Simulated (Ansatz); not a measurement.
# Lattice dynamics of PbS (Galena, Fm-3m), part 2 of 2

Wanted: phonon frequencies of PbS (Galena, Fm-3m) and what follows from them.

Ansatz 0.2.0; DFT LDA, scalar-relativistic, plane waves, PAW; PAW set soft_1.

So far. Step 3 (Relaxing to small forces for the phonons): The forces vanish by symmetry and the pressure is -0.002 GPa, within the tolerances set. The cell now holds 24.98 Å³/atom. Step 4 (Linear response at the zone centre): Before it was imposed, the acoustic sum rule was missed by 1.6e-4 eV/Å². Small misses are needed for a sound result but don't prove that mesh and cutoff are converged. The lowest optical mode is real, 62.0 cm⁻¹. The relaxed cell has a = 5.846 Å (conventional setting).

The database entry behind the starting cell differs from later determinations by our own check (about 0.1 % short), so it need not match the best structure at ambient conditions.

## Step 5: The dispersion (continued)

The partial phonon density of states has structure finer than the step of the table below, so its rows give means over 10 cm⁻¹, whole bins alone (the curve runs from -10 to 261 cm⁻¹). Peaks (cm⁻¹: height): Pb 53.0: 0.155, 85.3: 0.0351; S 131.3: 0.0392, 143.2: 0.0323, 156.8: 0.0242, 172.1: 0.0290, 196.0: 0.0349, 224.9: 0.0270.

Phonopy on the run's constants, 17x17x17 mesh, Gaussian sigma 2.0 cm-1. Interpolated from a 4×4×4 q mesh. Table of partial phonon density of states by wavenumber; means over each step; values in 1/cm⁻¹/cell:

| wavenumber (cm⁻¹) | Pb | S |
| --- | --- | --- |
| 0 | 5.2e-5 | 6.8e-6 |
| 10 | 3.7e-4 | 3.3e-5 |
| 20 | 0.00255 | 1.6e-4 |
| 30 | 0.0107 | 5.1e-4 |
| 40 | 0.0355 | 0.00128 |
| 50 | 0.110 | 0.00175 |
| 60 | 0.0446 | 5.8e-4 |
| 70 | 0.0141 | 6.4e-4 |
| 80 | 0.0277 | 0.00160 |
| 90 | 0.0314 | 0.00182 |
| 100 | 0.0138 | 0.00275 |
| 110 | 0.00180 | 0.00542 |
| 120 | 5.9e-4 | 0.0157 |
| 130 | 0.00121 | 0.0338 |
| 140 | 9.2e-4 | 0.0238 |
| 150 | 6.9e-4 | 0.0194 |
| 160 | 6.4e-4 | 0.0192 |
| 170 | 6.2e-4 | 0.0232 |
| 180 | 4.2e-4 | 0.0208 |
| 190 | 3.7e-4 | 0.0260 |
| 200 | 2.6e-4 | 0.0262 |
| 210 | 2.4e-4 | 0.0168 |
| 220 | 3.6e-4 | 0.0221 |
| 230 | 5.9e-4 | 0.0254 |
| 240 | 3.2e-4 | 0.0108 |
| 250 | 7.0e-6 | 1.6e-4 |

Second derivatives of the energy by pair, one row for each kind of neighbour of each atom listed. Each entry sums the pair over the periodic images of the supercell that the q mesh stands for, and in a polar crystal it holds the long-range dipole part too. Force constants by pair, by row:

| atom | neighbour | distance (Å) | third of the trace (eV/Å²) | along the pair's line (eV/Å²) |
| --- | --- | --- | --- | --- |
| Pb1 | itself | 0 | 3.48 | – |
| Pb1 | S | 2.923 | -0.3627 | -0.6294 |
| Pb1 | Pb | 4.134 | -0.0429 | -0.7602 |
| Pb1 | S | 5.063 | 0.0083 | 0.1184 |
| Pb1 | Pb | 5.846 | -0.2366 | -0.6882 |
| Pb1 | S | 6.536 | 0.0265 | 0.1536 |
| Pb1 | Pb | 7.16 | -0.0195 | -0.0784 |
| S2 | itself | 0 | 3.698 | – |
| S2 | Pb | 2.923 | -0.3627 | -0.6294 |
| S2 | S | 4.134 | 0.0127 | -0.221 |
| S2 | Pb | 5.063 | 0.0083 | 0.1184 |
| S2 | S | 5.846 | -0.3659 | -0.9627 |
| S2 | Pb | 6.536 | 0.0265 | 0.1536 |
| S2 | S | 7.16 | -0.008 | -0.0496 |

Harmonic thermodynamic functions per atom, from the density of states. Interpolated from a 4×4×4 q mesh. Thermodynamic functions, by row:

| T (K) | F_vib (meV/atom) | S (J/mol-atom/K) | C_V (J/mol-atom/K) |
| --- | --- | --- | --- |
| 0 | 21.88 | 0 | 0 |
| 50 | 20.31 | 8.473 | 12.14 |
| 100 | 12.96 | 19.44 | 19.22 |
| 200 | -15.56 | 34.33 | 23.16 |
| 300 | -56.42 | 43.94 | 24.11 |
| 400 | -105.8 | 50.93 | 24.47 |
| 500 | -161.5 | 56.41 | 24.64 |
| 600 | -222.3 | 60.91 | 24.73 |
| 700 | -287.5 | 64.73 | 24.79 |
| 800 | -356.4 | 68.04 | 24.82 |
| 900 | -428.4 | 70.97 | 24.85 |
| 1000 | -503.3 | 73.58 | 24.86 |

Harmonic mean-square displacement, third of the trace. Interpolated from a 4×4×4 q mesh. Mean square displacements, by row:

| T (K) | Pb1 U_eq (Å²) | S2 U_eq (Å²) |
| --- | --- | --- |
| 0 | 0.00146 | 0.00332 |
| 100 | 0.00432 | 0.00463 |
| 300 | 0.01244 | 0.01087 |
| 600 | 0.02477 | 0.02112 |

Symmetry leaves 8 wavevectors to solve. The lowest mode among them, the acoustic zeros apart, lies at q = (0, 0.25, 0.25) and is real, 33.6 cm⁻¹.

## Step 6: Another isotope, element Pb, natural mass 207.2 amu

An isotope changes the mass and not the force constants, so no new electronic calculation is needed; the shifts show which modes move this element.

The same force constants with the mass of Pb changed from 207.200 to 203.973 u (phonopy, no LO-TO term). Both lists are sorted by frequency; levels can cross, so a row need not hold one and the same mode. Modes under 3 cm⁻¹ are left out. Isotope shifts, by row:

| q | rank | natural mass (cm⁻¹) | changed mass (cm⁻¹) |
| --- | --- | --- | --- |
| 0 0 0 | 4 | 62 | 62.07 |
| 0 0 0 | 5 | 62 | 62.07 |
| 0 0 0 | 6 | 62 | 62.07 |
| 0 0 0.25 | 1 | 40.91 | 41.22 |
| 0 0 0.25 | 2 | 40.91 | 41.22 |
| 0 0 0.25 | 3 | 74.41 | 74.95 |
| 0 0 0.25 | 4 | 172.6 | 172.6 |
| 0 0 0.25 | 5 | 172.6 | 172.6 |
| 0 0 0.25 | 6 | 235.2 | 235.3 |
| 0 0 -0.5 | 1 | 55.92 | 56.36 |
| 0 0 -0.5 | 2 | 55.92 | 56.36 |
| 0 0 -0.5 | 3 | 108.8 | 109.7 |
| 0 0 -0.5 | 4 | 204.3 | 204.3 |
| 0 0 -0.5 | 5 | 204.3 | 204.3 |
| 0 0 -0.5 | 6 | 238.1 | 238.1 |
| 0 0.25 0.25 | 1 | 33.62 | 33.87 |
| 0 0.25 0.25 | 2 | 33.62 | 33.87 |
| 0 0.25 0.25 | 3 | 83.66 | 84.3 |
| 0 0.25 0.25 | 4 | 112.6 | 112.6 |
| 0 0.25 0.25 | 5 | 112.6 | 112.6 |
| 0 0.25 0.25 | 6 | 215.9 | 215.9 |

A mode of this element alone would shift by +0.79 %. The highest zone-centre frequency without the field goes from 62.0 to 62.1 cm⁻¹ (+0.1 %). The product of the frequency ratios over all optical modes at Γ is 1.003; the product rule, (m/m′)^(3k/2) (M′/M)^(3/2) with k = 1 such atoms and M the mass of the cell, gives 1.003.

## Step 7: Another isotope, element S, natural mass 32.06 amu

The same for S, from 32.06 to 33.97 u.

A mode of this element alone would shift by -2.85 %. The highest zone-centre frequency without the field goes from 62.0 to 60.5 cm⁻¹ (-2.5 %). The product of the frequency ratios over all optical modes at Γ is 0.928; the product rule, (m/m′)^(3k/2) (M′/M)^(3/2) with k = 1 such atoms and M the mass of the cell, gives 0.928.

## Step 8: Outcome

| Quantity | Value |
| --- | --- |
| space group after relaxation (within 0.01 Å) | Fm-3m |
| volume per atom | 25.0 Å³ |
| gap on the k-mesh | 0.0722 eV |
| highest optical mode at the zone centre (no LO-TO term) | 62.0 cm⁻¹ |
| lowest optical zone-centre mode | 62.0 cm⁻¹ |
| lowest mode on the q mesh (acoustic modes at Γ apart) | 33.6 cm⁻¹ |
| highest frequency on the path or at a solved wavevector | 243 cm⁻¹ |
| zero-point energy per atom | 21.9 meV |
| heat capacity at 300 K | 24.1 J/(mol atoms K) |
| vibrational entropy at 300 K | 43.9 J/(mol atoms K) |
| Debye temperature (second moment) | 249 K |
| imaginary modes on the 4×4×4 q mesh | none |

The structure is a minimum as far as tested: no mode is imaginary at the 8 irreducible wavevectors of the 4×4×4 mesh, and the softest away from the acoustic zeros lies at 34 cm⁻¹. Without the field, the optical modes at Γ form one degenerate level at 62 cm⁻¹. The highest mode in this list at Γ, 62.0 cm⁻¹, is mostly motion of S (87 % of the kinetic energy). Spin-orbit coupling is left out, which can matter for the heavy elements here. The PAW files were made for PBE and serve the other functionals too. A phonon run warned that its eigensolver left some bands unconverged in a pass. These are harmonic frequencies at zero temperature: anharmonic shifts, linewidths and thermal expansion are left out.

[Hosts, paths, dates, database ids (printed as entryN), source tags and the programs' standing remarks are cut or masked in the printed files.]
